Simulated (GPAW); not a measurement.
# Work function of a 9-layer slab of Al(110) at several levels, part 2 of 2

How far do functional and basis move the work function of a 9-layer slab of Al(110)?

GPAW 26.7.0; GPAW, PAW setups; slab in vacuum, relaxation (the session's first sound run).

So far, upper work function (eV): step 2 (relaxing the atoms, PBE, GPAW) 4.15; step 4 (self-consistent run: xc = "revPBE") 4.08; step 5 (self-consistent run: xc = "vdW-DF2", GPAW, PAW setups, GPAW) 4.38; step 6 (self-consistent run: xc = "LDA") 4.31; step 7 (OptPBE vdW: xc = "optPBE-vdW", GPAW, PAW setups, GPAW) 4.30.

### Step 8. Self-consistent run: xc = "RPBE"

The same geometry under RPBE, to see how far the functional moves the levels against the vacuum.

File run.py:

```python
import json
import numpy as np
from ase import Atoms
from gpaw import GPAW, PW

slab = Atoms(
    ['Al', 'Al', 'Al', 'Al', 'Al', 'Al', 'Al', 'Al', 'Al'],
    positions=[
        [0.00000, 0.00000, 8.00000],
        [2.02500, 1.43189, 9.43189],
        [0.00000, 0.00000, 10.86378],
        [2.02500, 1.43189, 12.29567],
        [0.00000, 0.00000, 13.73339],
        [2.02500, 1.43189, 15.20504],
        [0.00000, 0.00000, 16.59726],
        [2.02500, 1.43189, 18.06544],
        [-0.00000, 0.00000, 19.40233]],
    cell=[[4.05, 0.0, 0.0], [0.0, 2.86378, 0.0], [0.0, 0.0, 27.45513]],
    pbc=[True, True, False])

slab.calc = GPAW(mode=PW(400), xc='RPBE', kpts={'size': (8, 11, 1), 'gamma': True},
                 occupations={'name': 'fermi-dirac', 'width': 0.1}, nbands='200%',
                 convergence={'density': 1e-05}, maxiter=200,
                 poissonsolver={'dipolelayer': 'xy'},
                 symmetry={'tolerance': 1e-3}, txt='slab.txt')
result = {}
energy = slab.get_potential_energy()
fermi = slab.calc.get_fermi_level()
v = slab.calc.get_electrostatic_potential().mean((0, 1)) - fermi
n = slab.calc.get_pseudo_density().mean((0, 1))
L = slab.cell[2, 2]
z = np.arange(len(v)) * L / len(v)
low, high = slab.positions[:, 2].min(), slab.positions[:, 2].max()
below, above = np.interp([low - 5.8, high + 5.8], z, v)
slopes = [np.interp(x, z, np.gradient(v, z)) for x in (low - 5.8, high + 5.8)]
eps = np.array([[slab.calc.get_eigenvalues(k, s) for k in range(len(slab.calc.get_ibz_k_points()))]
                for s in range(slab.calc.get_number_of_spins())]) - fermi
top, bottom = eps[eps < 0].max(), eps[eps > 0].min()
dipole = slab.get_dipole_moment()[2]
print(f'energy {energy:.4f} eV, Fermi level {fermi:.4f} eV, dipole {dipole:.5f} e A')
print(f'potential 5.8 A off the faces, from the Fermi level: lower {below:.4f} eV, upper {above:.4f} eV')
print(f'slope of the potential there: lower {slopes[0]:.5f}, upper {slopes[1]:.5f} eV/A')
print(f'nearest levels on the mesh: {top:.4f} and {bottom:.4f} eV')
print('magnetic moment', round(slab.get_magnetic_moment(), 3))
result.update(energy=energy, fermi=fermi, dipole=dipole, below=below, above=above, slopes=slopes, edges=[top, bottom],
              z=z.tolist(), v=v.tolist(), n=n.tolist(), positions=slab.positions.tolist(),
              forces=slab.get_forces(apply_constraint=False).tolist(), moments=slab.get_magnetic_moments().tolist())
json.dump(result, open('result.json', 'w'))
```

Run with:

```console
> OMP_NUM_THREADS=1 OPENBLAS_NUM_THREADS=1 python run.py
```

It took 7.8 min on 1 thread of Intel Xeon at 2.50GHz (Skylake/Cascade Lake), shared host; peak memory 0.3 GiB.

This step gave:

```yaml
dipole_along_the_normal: 2.79e-4 e·Å
levels_nearest_the_fermi_level_on_the_mesh: -0.02294, 0.005660 eV from the Fermi level
upper_work_function: 4.080 eV
lower_work_function: 4.085 eV
```

The electrostatic potential energy of an electron (without an applied field's), less the Fermi level, planar mean oscillates, so the rows of the table below give means over windows of 1.39 Å about each position, cut where the curve ends. Its maxima inside the range that stand out by 2 % of the span (Å: eV): 8.7: -5.09, 10.2: -5.14, 11.6: -5.09, 13.0: -5.09, 14.5: -4.75, 15.9: -5.49, 17.4: -4.81, 18.8: -6.03. Its minima: 8.0: -9.01, 9.4: -9.43, 10.8: -9.43, 12.3: -9.41, 13.7: -9.43, 15.2: -9.46, 16.6: -9.44, 18.1: -9.51, 19.3: -9.14.

Electrostatic potential energy of an electron (without an applied field's), less the Fermi level, planar mean against z; means over each step:

```tsv
z (Å)	electrostatic potential energy of an electron (without an applied field's), less the Fermi level, planar mean (eV)
0.69	4.09
2.08	4.09
3.48	4.08
4.87	4.06
6.26	3.36
7.65	-4.64
9.04	-7.14
10.43	-7.16
11.82	-7.14
13.21	-7.10
14.60	-6.86
15.99	-7.40
17.38	-6.87
18.77	-7.74
20.16	-1.56
21.55	3.79
22.94	4.07
24.33	4.08
25.72	4.08
27.11	4.08
```

The upper face's work function is 4.080 eV, against 4.151 eV in the first plane-wave PBE run at this geometry.

### Step 9. Real-space grid: mode = "fd"

A real-space grid is a second complete basis, so it checks the plane-wave result.

Changes to run.py since step 8:

```diff
@@ -3,3 +3,3 @@
 from ase import Atoms
-from gpaw import GPAW, PW
+from gpaw import GPAW
 
@@ -20,3 +20,3 @@
 
-slab.calc = GPAW(mode=PW(400), xc='RPBE', kpts={'size': (8, 11, 1), 'gamma': True},
+slab.calc = GPAW(mode='fd', h=0.18, xc='PBE', kpts={'size': (8, 11, 1), 'gamma': True},
                  occupations={'name': 'fermi-dirac', 'width': 0.1}, nbands='200%',
```

Wall time 34 min (1 thread); peak memory 1.3 GiB.

This step gave:

```
dipole along the normal                    : 2.15e-4 e·Å
levels nearest the Fermi level on the mesh : -0.009381, 0.008963 eV from the Fermi level
upper work function                        : 4.151 eV
lower work function                        : 4.154 eV
```

The electrostatic potential energy of an electron (without an applied field's), less the Fermi level, planar mean oscillates, so the rows of the table below give means over windows of 1.45 Å about each position, cut where the curve ends. Its maxima inside the range that stand out by 2 % of the span (Å: eV): 8.8: -5.00, 10.1: -5.03, 11.6: -4.99, 13.0: -4.96, 14.5: -4.66, 15.9: -5.37, 17.3: -4.67, 18.7: -5.93. Its minima: 8.0: -8.92, 9.4: -9.29, 10.8: -9.34, 12.3: -9.35, 13.7: -9.33, 15.2: -9.33, 16.6: -9.36, 18.1: -9.45, 19.3: -9.10.

Electrostatic potential energy of an electron (without an applied field's), less the Fermi level, planar mean against z; means over each step:

z (Å), electrostatic potential energy of an electron (without an applied field's), less the Fermi level, planar mean (eV) and a bar from the least value:
```
     0.72       4.15 ##############################
     2.17       4.15 ##############################
     3.62       4.15 ##############################
     5.07       4.11 ##############################
     6.52       2.77 ##########################
     7.97      -5.96 ###
     9.42      -7.03 #
    10.87      -7.06 #
    12.32      -7.04 #
    13.77      -6.96 #
    15.22      -7.08 #
    16.67      -7.04 #
    18.12      -7.28 
    19.57      -5.60 ####
    21.02       3.16 ###########################
    22.47       4.12 ##############################
    23.92       4.15 ##############################
    25.37       4.15 ##############################
    26.82       4.15 ##############################
```

The upper face's work function is 4.151 eV, against 4.151 eV in the first plane-wave PBE run at this geometry.

### Step 10. Cost and result by level

Times are for 1 thread of Intel Xeon at 2.50GHz (Skylake/Cascade Lake), shared host. The runs compared:

```tsv
no.	run	upper work function (eV)	lower work function (eV)	time	memory (GiB)
1	pw	4.151	4.154	6.4 min	0.3
2	revPBE	4.080	4.085	5.9 min	0.3
3	vdW DF2	4.384	4.385	24 min	0.49
4	LDA	4.308	4.309	7 min	0.31
5	optPBE vdW	4.301	4.303	8.2 min	0.49
6	RPBE	4.080	4.085	7.8 min	0.3
7	fd	4.151	4.154	34 min	1.3
```

### Step 11. Side by side

Results and costs are gathered.

This step: comparison of work functions, dipole and cost (GPAW 26.7.0).

Ladder, by row:

```tsv
step	code	work function, upper (eV)	work function, lower (eV)	dipole (e Å)	wall time (s)	peak memory (GiB)	threads
pw	GPAW	4.151	4.154	1.61e-4	382.1	0.3	1
revPBE	GPAW	4.08	4.085	2.59e-4	353.7	0.3	1
vdW-DF2	GPAW	4.384	4.385	4.01e-7	1444	0.49	1
LDA	GPAW	4.308	4.309	-3.26e-5	422.5	0.31	1
optPBE-vdW	GPAW	4.301	4.303	8.09e-5	494	0.49	1
RPBE	GPAW	4.08	4.085	2.79e-4	470.7	0.3	1
fd	GPAW	4.151	4.154	2.15e-4	2032	1.29	1
```

### Step 12. Results

* work function, both faces: 4.15 eV
* dipole along the normal: 1.6e-4 e Å

What this shows: With plane waves and PBE the work function is 4.15 eV on the upper face and 4.15 eV on the lower. The measured value for this face is 4.23 eV (as compiled in "Properties of real metallic surfaces: Effects of density functional semilocality and van der Waals nonlocality", 2017, arxiv:1702.08515); the relaxed upper face lies 0.079 eV under it with PBE, and optPBE-vdW comes nearest (4.30 eV). Measured work functions scatter by a tenth of an eV or more between methods. Over the sound runs of the table the upper face's work function spans 4.080 (revPBE) to 4.384 eV (vdW-DF2). The in-plane lattice was kept as typed, which isn't the functional's own and leaves some strain; spin-orbit coupling and temperature are left out.

[Logs are printed without paths, hosts, clocks, repeated set-up lines and the standing remarks that a program may print on its own settings, such as how far it seeks lower states.]

[Hosts, paths, dates, database ids (printed as entryN), source tags and the programs' standing remarks are cut or masked in the printed files.]
